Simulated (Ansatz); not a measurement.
# TiO2 (Anatase, I4_1/amd) under uniaxial strain along c, part 3 of 3

Aim: how do the optical modes of TiO2 (Anatase, I4_1/amd) shift and split under this strain?

Ansatz 0.2.0; DFT LDA, scalar-relativistic, plane waves, PAW; PAW set soft_1.

So far, mean high-frequency dielectric constant: step 4 (zone-centre response at rest) 6.67.

**6. Zone-centre modes of the member: uniaxial strain of +4 % along c**

The zone-centre modes follow for uniaxial strain of +4 % along c, with the response to a field.

File input.yaml:

```yaml
crystal:
  lattice:
    - [-1.847679748, 1.847679748, 4.9184164417]
    - [1.847679748, -1.847679748, 4.9184164417]
    - [1.847679748, 1.847679748, -4.9184164417]
  atoms:
    - { symbol: O, position: [0.2031512648, 0.2031512648, 0.0] }
    - { symbol: O, position: [0.9531512648, 0.4531512648, 0.5] }
    - { symbol: O, position: [0.5468487352, 0.0468487352, 0.5] }
    - { symbol: O, position: [0.7968487352, 0.7968487352, 0.0] }
    - { symbol: Ti, position: [0.0, 0.0, 0.0] }
    - { symbol: Ti, position: [0.75, 0.25, 0.5] }
kpoints:
  mp_grid: { grid: [12, 12, 12] }
hamiltonian:
  xc: lda
  pseudopotentials: { kind: paw, azcp: { folder: soft_1 }, xc_functional: pbe }
scf:
  occupations: { method: fixed }
output:
  eigenvalues: true
phonons:
  method: dfpt
  dielectric: true
  rigid_motions: translations
```

The run is started by

```bash
$ ansatz run input.yaml --threads 8 --pin off --max-ram 20480MiB --backend cpu --events-out ev --progress --plain --runs-dir out
```

Numbers of over 12 decimals in the logs are rounded to 6 here.

Log:

```text
[...]
Crystal: 6 atoms, lattice volume = 67.164 Å³
Basis set: ecut = 420 eV, 1317 PW (Γ), exchange–correlation on 80×80×80 points (8 copies of the dense FFT grid, shifted against one another)
Bands: 30, of which v1, the nominal top of the filled ones, is band 24 counted from 1 (23 counted from 0)
Symmetry: 16 space group operations
k-points: 868 of 1728 (irreducible under 1 space group operation, time reversal used)
[...]
SCF iter   1: F=—  HF=-7131.032579 eV  |F-HF|=—  |Δ(HF+E_count)|=         —  Δρ=5.69e-2  dr2=2.36e0  ethr=3.10e-3  ⟨swp⟩=3.7  Hψ=84237  notcnv=0  defer=1567
[...]
SCF iter  11: F=-7130.453021 eV  HF=-7130.453021 eV  |F-HF|=1.27e-11  |Δ(HF+E_count)|=  9.09e-12  Δρ=1.56e-7  dr2=1.68e-11  ethr=1.00e-12  ⟨swp⟩=11.5  Hψ=136811  notcnv=0
SCF 1 converged in 11 iterations: F = -7130.453021 eV  dr2 = 1.68e-11
[...]
Bands: 25, of which v1, the nominal top of the filled ones, is band 24 counted from 1 (23 counted from 0)
k-points: 159 of 1728
[...]
Eigensolver: Dense (159 Hₖ)
SCF iter   1: F=—  HF=-7130.441454 eV  |F-HF|=—  |Δ(HF+E_count)|=         —  Δρ=3.69e-4  dr2=2.10e-5  ethr=1.00e-1
[...]
SCF iter   4: F=-7130.441447 eV  HF=-7130.441447 eV  |F-HF|=2.12e-8  |Δ(HF+E_count)|=   3.09e-7  Δρ=1.11e-5  dr2=6.97e-8  ethr=2.77e-9
SCF 1 converged in 4 iterations: F = -7130.441447 eV  dr2 = 6.97e-8
[...]
SCF converged after 11 iterations
Free energy (F): -7130.453021 eV
[...]
Internal energy: -7130.453021 eV  (E = F + TS)
E sigma→0 (E₀):  -7130.453021 eV
Fermi energy:    7.024269 eV
[...]
--- Band table (eV; the first three rows and the last of 868) ---
  k-point 0: bands = [... 20 lower, 6.2039, 6.2039, 6.6409, 6.6409, 9.3138, 9.9668, 11.4775, 11.4775, ... 2 higher]
  k-point 1: bands = [... 20 lower, 6.0845, 6.2447, 6.2789, 6.7405, 9.6454, 10.0261, 11.1497, 11.2469, ... 2 higher]
  k-point 2: bands = [... 20 lower, 5.7202, 5.7509, 6.3889, 6.9064, 10.0724, 10.3200, 10.6059, 10.9857, ... 2 higher]
  k-point 867: bands = [... 20 lower, 5.8274, 5.8274, 6.9850, 6.9850, 9.6294, 9.6294, 11.1164, 11.1164, ... 2 higher]
[...]
ASR residual: 6.457e-5 → 0.000e0 eV/Å²; symmetrization residual: 1.822e-5 eV/Å²
  ASR residual per site (eV/Å²): 5.70e-5 5.70e-5 5.70e-5 5.70e-5 6.46e-5 6.46e-5
[...]
ε∞ (high-frequency dielectric tensor):
        6.826830    -0.000000     0.000000
       -0.000000     6.826830    -0.000000
        0.000000    -0.000000     6.213370
  ε⁰ (static dielectric tensor: ions relaxed, cell fixed):
       43.260965     0.000000    -0.000000
        0.000000    43.260965     0.000000
       -0.000000     0.000000    28.668012
  ε⁰ − ε∞ (ionic part):
       36.434135     0.000000    -0.000000
        0.000000    36.434135     0.000000
       -0.000000     0.000000    22.454642
[...]
Born effective charges Z* (e; rows j = field, columns β = displacement):
    site 0:
        -1.08259    0.00000   -0.00000
         0.00000   -5.43633    0.00000
         0.00000    0.00000   -2.80491
    site 1:
        -5.43633    0.00000   -0.00000
        -0.00000   -1.08259    0.00000
        -0.00000   -0.00000   -2.80491
    site 2:
        -1.08259    0.00000   -0.00000
         0.00000   -5.43633    0.00000
         0.00000    0.00000   -2.80491
    site 3:
        -5.43633    0.00000   -0.00000
         0.00000   -1.08259    0.00000
        -0.00000   -0.00000   -2.80491
    site 4:
         6.51892   -0.00000    0.00000
        -0.00000    6.51892   -0.00000
         0.00000   -0.00000    5.60983
    site 5:
         6.51892   -0.00000    0.00000
        -0.00000    6.51892   -0.00000
         0.00000   -0.00000    5.60983
  Z* charge neutrality: 5.794e-3 e pre-enforcement
[...]
optical modes at Γ without the LO–TO term, one row a degenerate level:
      ω (cm⁻¹)  modes    IR ((D/Å)²/amu)
        154.45      2             0.0000
        165.23      2             0.0000
        259.62      2           100.3547
        327.23      1            75.7162
        372.01      1             0.0000
        443.95      2           158.8017
        491.42      1             0.0000
        517.40      1             0.0000
        532.39      1             0.0000
        655.82      2             0.0000
  optical modes at Γ + LO–TO along q̂ = [1.0000, 0.0000, 0.0000]:
      ω (cm⁻¹)  modes    IR ((D/Å)²/amu)
        154.45      2             0.0000
        165.23      2             0.0000
        259.62      1            50.1774
[...]
optical modes at Γ + LO–TO along q̂ = [0.0000, 1.0000, 0.0000]:
      ω (cm⁻¹)  modes    IR ((D/Å)²/amu)
[...]
655.82      2             0.0000
        869.41      1           128.3210
  optical modes at Γ + LO–TO along q̂ = [0.0000, 0.0000, 1.0000]:
      ω (cm⁻¹)  modes    IR ((D/Å)²/amu)
        154.45      2             0.0000
        165.23      2             0.0000
        259.62      2           100.3547
        372.01      1             0.0000
        443.95      2           158.8017
        491.42      1             0.0000
        517.40      1             0.0000
        532.39      1             0.0000
        655.82      2             0.0000
        702.89      1            75.7162
```

Wall time 10 min (8 threads of Arm Neoverse N1, shared host); peak memory 7.2 GiB.

This step gave:

```
sum-rule residual before enforcement                    : 6.46e-5 eV/Å²
miss of the charge sum rule                             : 0.005794 e
estimated error of the dielectric tensor                : 0.01990
estimated error of the Born charges                     : 0.02175 e
highest optical mode at the zone centre (no LO-TO term) : 655.8 cm⁻¹
lowest optical zone-centre mode                         : 154.4 cm⁻¹
mean high-frequency dielectric constant                 : 6.622
largest Born charge (third of the trace)                : 6.216 e
mean static dielectric constant                         : 38.40
top of the zone-centre spectrum with the field          : 869.4 cm⁻¹
```

Without the LO-TO term. Patterns of degenerate modes are one choice out of their space. The modes at Γ (shares of kinetic energy by element, %):

| mode | frequency (cm⁻¹) | symmetry | O % | Ti % |
| --- | --- | --- | --- | --- |
| 1 | 0.0 | acoustic | 40 | 60 |
| 2 | 0.0 | acoustic | 40 | 60 |
| 3 | 0.0 | acoustic | 40 | 60 |
| 4 | 154.4 | Eg | 93 | 7 |
| 5 | 154.4 | Eg | 93 | 7 |
| 6 | 165.2 | Eg | 8 | 92 |
| 7 | 165.2 | Eg | 8 | 92 |
| 8 | 259.6 | Eu | 67 | 33 |
| 9 | 259.6 | Eu | 67 | 33 |
| 10 | 327.2 | A2u | 60 | 40 |
| 11 | 372.0 | B1g | 4 | 96 |
| 12 | 443.9 | Eu | 93 | 7 |
| 13 | 443.9 | Eu | 93 | 7 |
| 14 | 491.4 | B1g | 96 | 4 |
| 15 | 517.4 | A1g | 100 | 0 |
| 16 | 532.4 | B2u | 100 | 0 |
| 17 | 655.8 | Eg | 99 | 1 |
| 18 | 655.8 | Eg | 99 | 1 |

Transverse modes. Infrared lines, with heights relative to the strongest:

| position (cm⁻¹) | label | relative intensity |
| --- | --- | --- |
| 154 | Eg | 0.0 |
| 165 | Eg | 0.0 |
| 260 | Eu | 63 |
| 327 | A2u | 48 |
| 372 | B1g | 0.0 |
| 444 | Eu | 100 |
| 491 | B1g | 0.0 |
| 517 | A1g | 0.0 |
| 532 | B2u | 0.0 |
| 656 | Eg | 0.0 |

Without the LO-TO term the lowest optical mode is real, 154 cm⁻¹, and the highest lies at 655.8 cm⁻¹.

**7. Relaxation of a member: uniaxial strain of -4 % along c**

The cell takes a uniaxial strain of -4 % along c. The strained length and the angles are held, while the rest of the cell and the atoms relax.

File input.yaml:

```yaml
crystal:
  lattice:
    - [-1.8856814405, 1.8856814405, 4.5400767153]
    - [1.8856814405, -1.8856814405, 4.5400767153]
    - [1.8856814405, 1.8856814405, -4.5400767153]
  atoms:
    - { symbol: O, position: [0.2120707169, 0.2120707169, 0.0] }
    - { symbol: O, position: [0.9620707169, 0.4620707169, 0.5] }
    - { symbol: O, position: [0.5379292831, 0.0379292831, 0.5] }
    - { symbol: O, position: [0.7879292831, 0.7879292831, 0.0] }
    - { symbol: Ti, position: [0.0, 0.0, 0.0] }
    - { symbol: Ti, position: [0.75, 0.25, 0.5] }
  conventional_axes: [[0, 1, 1], [1, 0, 1], [1, 1, 0]]
kpoints:
  mp_grid: { grid: [12, 12, 12] }
hamiltonian:
  xc: lda
  pseudopotentials: { kind: paw, azcp: { folder: soft_1 }, xc_functional: pbe }
scf:
  occupations: { method: fixed }
output:
  forces: true
  stress: true
  eigenvalues: true
relax:
  adjacent_minimum: "off"
  f_tol: 0.001
  max_steps: 60
  cell: { stress_tol: 0.01, fix: [c, angles] }
```

Log:

```text
[...]
Crystal: 6 atoms, lattice volume = 64.574 Å³
Basis set: ecut = 420 eV, 1259 PW (Γ)
Bands: 30, of which v1, the nominal top of the filled ones, is band 24 counted from 1 (23 counted from 0)
Symmetry: 16 space group operations
[...]
k-points: 163 of 1728
[...]
cell:  # Å, volume = 64.9186 Å³
    - [-1.890701, 1.890701, 4.5400767153]
    - [1.890701, -1.890701, 4.5400767153]
    - [1.890701, 1.890701, -4.5400767153]
  atoms:
    - { symbol: O, position: [0.213544, 0.213544, 0] }
    - { symbol: O, position: [0.963544, 0.463544, 0.500000] }
    - { symbol: O, position: [0.536456, 0.036456, 0.500000] }
    - { symbol: O, position: [0.786456, 0.786456, 0.0] }
    - { symbol: Ti, position: [0, 0, 0] }
    - { symbol: Ti, position: [0.750000, 0.250000, 0.500000] }
[key lines of the parts left out:]
SCF converged after 6 iterations
Free energy (F): -7130.448014 eV
Fermi energy:    7.567490 eV
P = ⅓ Tr σ = 1.6271 GPa (16.271 kbar)
```

The job ended after 33 s (8 threads; peak memory 0.61 GiB).

The steps of the relaxation:

| step | energy less that of the first step (eV) | largest force component (eV/Å) | pressure (GPa) | volume (Å³) |
| --- | --- | --- | --- | --- |
| 1 | 0.0000 | 0.2401 | 3.96 | 64.57 |
| 2 | -0.0054 | 0.1169 | 2.45 | 64.83 |
| 3 | -0.0067 | 0.0065 | 1.62 | 64.92 |
| 4 | -0.0067 | 0.0001 | 1.63 | 64.91 |
| 5* | -0.0080 | 0.0002 | 1.66 | 64.91 |
| 6 | -0.0080 | 0.0001 | 1.63 | 64.92 |
| 7* | -0.0080 | 0.0001 | 1.63 | 64.92 |

Relaxation steps marked * repeat the geometry before them on a plane-wave basis chosen anew for their cell, so energy and pressure can jump there.

The run keeps the 16 symmetry operations that it works with, so distortions that break them were not tested.

| conventional cell, symmetrised | before | after | change |
| --- | --- | --- | --- |
| a (Å) | 3.771 | 3.781 | +0.3 % |
| b (Å) | 3.771 | 3.781 | +0.3 % |
| c (Å) | 9.080 | 9.080 | -0.0 % |
| volume (Å³/atom) | 10.76 | 10.82 | +0.5 % |

The atoms that moved most (Å, as changes of fractional coordinates times the final cell):

| atom | dx | dy | dz | length |
| --- | --- | --- | --- | --- |
| O4 | 0.000 | 0.000 | -0.013 | 0.013 |
| O3 | 0.000 | 0.000 | -0.013 | 0.013 |
| O1 | 0.000 | 0.000 | 0.013 | 0.013 |
| O2 | 0.000 | 0.000 | 0.013 | 0.013 |

Numbers from this step:

| Property | Result |
| --- | --- |
| pressure | 1.627 GPa |
| gap on the k-mesh | 1.909 eV |
| volume per atom | 10.82 Å³ |

The largest force component left is 0.084 meV/Å.

**8. Modes of this member: uniaxial strain of -4 % along c**

The zone-centre modes follow for uniaxial strain of -4 % along c, with the response to a field.

input.yaml, the sections that differ from step 7:

```yaml
crystal:
  lattice:
    - [-1.8907010281, 1.8907010281, 4.5400767153]
    - [1.8907010281, -1.8907010281, 4.5400767153]
    - [1.8907010281, 1.8907010281, -4.5400767153]
  atoms:
    - { symbol: O, position: [0.2135435529, 0.2135435529, 0.0] }
    - { symbol: O, position: [0.9635435529, 0.4635435529, 0.5] }
    - { symbol: O, position: [0.5364564471, 0.0364564471, 0.5] }
    - { symbol: O, position: [0.7864564471, 0.7864564471, 0.0] }
    - { symbol: Ti, position: [0.0, 0.0, 0.0] }
    - { symbol: Ti, position: [0.75, 0.25, 0.5] }
output:
  eigenvalues: true
phonons:
  method: dfpt
  dielectric: true
  rigid_motions: translations
# kpoints, hamiltonian, scf: as in step 7
# relax: removed
```

Log:

```text
[...]
Crystal: 6 atoms, lattice volume = 64.919 Å³
Basis set: ecut = 420 eV, 1259 PW (Γ), exchange–correlation on 72×72×72 points (8 copies of the dense FFT grid, shifted against one another)
Bands: 30, of which v1, the nominal top of the filled ones, is band 24 counted from 1 (23 counted from 0)
Symmetry: 16 space group operations
k-points: 868 of 1728 (irreducible under 1 space group operation, time reversal used)
[...]
ω (cm⁻¹)  modes    IR ((D/Å)²/amu)
[...]
optical modes at Γ + LO–TO along q̂ = [0.0000, 1.0000, 0.0000]:
      ω (cm⁻¹)  modes    IR ((D/Å)²/amu)
[...]
optical modes at Γ + LO–TO along q̂ = [0.0000, 0.0000, 1.0000]:
      ω (cm⁻¹)  modes    IR ((D/Å)²/amu)
[...]
541.77      1             0.0000
        572.50      1             0.0000
        617.92      2             0.0000
        748.93      1            80.5606
[key lines of the parts left out:]
SCF converged after 10 iterations
Free energy (F): -7130.448016 eV
Fermi energy:    7.567490 eV
```

Wall time 8.3 min (8 threads); peak memory 7 GiB; 62 min of CPU time.

This step gave:

| Property | Result |
| --- | --- |
| sum-rule residual before enforcement | 1.45e-4 eV/Å² |
| miss of the charge sum rule | 0.003530 e |
| estimated error of the dielectric tensor | 0.02027 |
| estimated error of the Born charges | 0.02198 e |
| highest optical mode at the zone centre (no LO-TO term) | 617.9 cm⁻¹ |
| lowest optical zone-centre mode | 143.7 cm⁻¹ |
| mean high-frequency dielectric constant | 6.733 |
| largest Born charge (third of the trace) | 6.306 e |
| mean static dielectric constant | 51.91 |
| top of the zone-centre spectrum with the field | 858.2 cm⁻¹ |

Without the LO-TO term. Patterns of degenerate modes are one choice out of their space. The modes at Γ (shares of kinetic energy by element, %):

| mode | frequency (cm⁻¹) | symmetry | O % | Ti % |
| --- | --- | --- | --- | --- |
| 1 | 0.0 | acoustic | 40 | 60 |
| 2 | 0.0 | acoustic | 40 | 60 |
| 3 | 0.0 | acoustic | 40 | 60 |
| 4 | 143.7 | Eg | 3 | 97 |
| 5 | 143.7 | Eg | 3 | 97 |
| 6 | 177.9 | Eg | 97 | 3 |
| 7 | 177.9 | Eg | 97 | 3 |
| 8 | 220.3 | Eu | 63 | 37 |
| 9 | 220.3 | Eu | 63 | 37 |
| 10 | 377.8 | A2u | 60 | 40 |
| 11 | 398.3 | B1g | 1 | 99 |
| 12 | 443.1 | Eu | 97 | 3 |
| 13 | 443.1 | Eu | 97 | 3 |
| 14 | 522.0 | B1g | 99 | 1 |
| 15 | 541.8 | A1g | 100 | 0 |
| 16 | 572.5 | B2u | 100 | 0 |
| 17 | 617.9 | Eg | 100 | 0 |
| 18 | 617.9 | Eg | 100 | 0 |

Transverse modes. Lines of the infrared spectrum (strongest = 100):

| position (cm⁻¹) | label | relative intensity |
| --- | --- | --- |
| 144 | Eg | 0.0 |
| 178 | Eg | 0.0 |
| 220 | Eu | 100 |
| 378 | A2u | 56 |
| 398 | B1g | 0.0 |
| 443 | Eu | 79 |
| 522 | B1g | 0.0 |
| 542 | A1g | 0.0 |
| 572 | B2u | 0.0 |
| 618 | Eg | 0.0 |

Without the LO-TO term the lowest optical mode is real, 144 cm⁻¹, and the highest lies at 617.9 cm⁻¹.

**9. The series together**

The members are set side by side, also those not shown above.

Stress is positive in compression; energies are extrapolated to zero smearing, and E0 is that at rest; the axis is the direction of the strain; the edges not held and the atoms are relaxed in each cell. State of the crystal along the series:

| strain (%) | stress along the axis (GPa) | free strain along a (%) | free strain along b (%) | E - E0 (meV/atom) | gap on mesh (eV) | ε∞ along the axis | ε∞ across the axis, mean | ε0 along the axis | ε0 across the axis, mean | largest Born charge in size, a third of the trace (e) | top mode with the field, highest of q along x, y and z (cm⁻¹) |
| --- | --- | --- | --- | --- | --- | --- | --- | --- | --- | --- | --- |
| -4 | 4.881 | 1.111 | 1.111 | 6.55 | 1.909 | 6.329 | 6.935 | 24.87 | 65.43 | 6.306 | 858.2 |
| -3 | 3.548 | 0.8424 | 0.8424 | 3.605 | 1.954 | 6.314 | 6.917 | 25.55 | 61.94 | 6.304 | 860.2 |
| -2 | 2.299 | 0.5673 | 0.5673 | 1.563 | 1.999 | 6.299 | 6.901 | 26.17 | 58.72 | 6.3 | 862.1 |
| -1 | 1.119 | 0.2862 | 0.2862 | 0.3833 | 2.046 | 6.285 | 6.887 | 26.74 | 55.71 | 6.293 | 863.8 |
| 0 | -0.003942 | 0 | 0 | 0 | 2.094 | 6.271 | 6.874 | 27.25 | 52.89 | 6.283 | 865.1 |
| 1 | -1.079 | -0.2928 | -0.2928 | 0.3685 | 2.142 | 6.257 | 6.862 | 27.69 | 50.24 | 6.27 | 866.5 |
| 2 | -2.124 | -0.5889 | -0.5889 | 1.459 | 2.191 | 6.243 | 6.85 | 28.07 | 47.75 | 6.254 | 867.6 |
| 3 | -3.147 | -0.8885 | -0.8885 | 3.248 | 2.24 | 6.229 | 6.838 | 28.4 | 45.42 | 6.236 | 868.6 |
| 4 | -4.16 | -1.19 | -1.19 | 5.715 | 2.29 | 6.213 | 6.827 | 28.67 | 43.26 | 6.216 | 869.4 |

Without the LO-TO term; optical modes are counted from below at rest and tracked from member to member by their patterns, and modes that stay within 0.3 cm⁻¹ of each other stand once; labels, where given, are those at rest; the edges not held and the atoms are relaxed in each cell. Optical modes along the series:

| strain (%) | optical mode 1 Eg (cm⁻¹) | optical mode 2 Eg (cm⁻¹) | optical mode 3 Eu (cm⁻¹) | optical mode 4 A2u (cm⁻¹) | optical mode 5 B1g (cm⁻¹) | optical mode 6 Eu (cm⁻¹) | optical mode 7 B1g (cm⁻¹) | optical mode 8 A1g (cm⁻¹) | optical mode 9 B2u (cm⁻¹) | optical mode 10 Eg (cm⁻¹) |
| --- | --- | --- | --- | --- | --- | --- | --- | --- | --- | --- |
| -4 | 143.7 | 177.9 | 220.3 | 377.8 | 398.3 | 443.1 | 522 | 541.8 | 572.5 | 617.9 |
| -3 | 144.2 | 174.1 | 225.4 | 369.4 | 394.1 | 442.8 | 516.8 | 538 | 567 | 623.2 |
| -2 | 145.5 | 170.5 | 230.5 | 361.7 | 390.3 | 442.6 | 511.9 | 534.5 | 561.6 | 628.4 |
| -1 | 147.5 | 167.2 | 235.5 | 354.7 | 387 | 442.4 | 507.4 | 531.2 | 556.5 | 633.4 |
| 0 | 150.1 | 164.2 | 240.4 | 348.2 | 384.1 | 442.4 | 503.2 | 528.2 | 551.5 | 638.2 |
| 1 | 153.4 | 161.5 | 245.3 | 342.3 | 381.4 | 442.5 | 499.4 | 525.4 | 546.6 | 642.9 |
| 2 | 157 | 159 | 250.2 | 336.9 | 378.6 | 442.8 | 496.2 | 522.7 | 541.9 | 647.4 |
| 3 | 161 | 156.6 | 255 | 331.9 | 375.6 | 443.3 | 493.5 | 520 | 537.1 | 651.7 |
| 4 | 165.2 | 154.4 | 259.6 | 327.2 | 372 | 443.9 | 491.4 | 517.4 | 532.4 | 655.8 |

Value and slope at zero strain of a cubic (a lower polynomial where under five rows exist) through the rows within 2 % of rest. Slopes at rest:

| mode | frequency (cm⁻¹) | shift per percent of strain (cm⁻¹) | shift per GPa of compressive stress (cm⁻¹) |
| --- | --- | --- | --- |
| optical mode 1 Eg | 150.1 | 2.96 | -2.69 |
| optical mode 2 Eg | 164.2 | -2.89 | 2.63 |
| optical mode 3 Eu | 240.4 | 4.93 | -4.5 |
| optical mode 4 A2u | 348.2 | -6.16 | 5.62 |
| optical mode 5 B1g | 384.1 | -2.8 | 2.56 |
| optical mode 6 Eu | 442.4 | 0.06 | -0.06 |
| optical mode 7 B1g | 503.2 | -3.96 | 3.61 |
| optical mode 8 A1g | 528.2 | -2.9 | 2.64 |
| optical mode 9 B2u | 551.5 | -4.92 | 4.49 |
| optical mode 10 Eg | 638.2 | 4.76 | -4.34 |

**10. Summary of results**

```json
{"members": "9", "highest optical mode at the zone centre (no LO-TO term), at rest": "638.2 cm⁻¹", "Young’s modulus along c": "110 GPa", "optical mode 7 B1g, shift per percent": "-3.96 cm⁻¹", "optical mode 8 A1g, shift per percent": "-2.90 cm⁻¹", "optical mode 9 B2u, shift per percent": "-4.92 cm⁻¹", "optical mode 10 Eg, shift per percent": "4.76 cm⁻¹"}
```

**Reading.** The stress changes by 1.10 GPa for each percent, a Young’s modulus of 110 GPa along c. For each percent the free edge responds with -0.29 %. Within 2 % of rest optical mode 6 Eu bends away from a straight line, so a single slope holds only near rest. The fastest shift in the table of slopes is -6.2 cm⁻¹ for each percent (optical mode 4 A2u), or 5.6 cm⁻¹ for each GPa of compressive stress. For small strain, the measured shift of a line that Raman or infrared light can see, divided by its slope, estimates the stress, if the state of stress is of this kind. For infrared-active modes these slopes hold for the transverse lines; longitudinal ones carry the field and shift otherwise. These are harmonic frequencies at zero temperature: anharmonic shifts, linewidths and thermal expansion are left out. The PAW files were made for PBE; the program adapts parts of them to the functional of the run, but their partial waves stay those of PBE, an approximation that was not tested in this session. Only the zone centre was solved, so an instability at another wavevector cannot show here.

[Logs are printed without paths, hosts, clocks, repeated set-up lines and the standing remarks that a program may print on its own settings, such as how far it seeks lower states.]

[Hosts, paths, dates, database ids (printed as entryN), source tags and the programs' standing remarks are cut or masked in the printed files.]
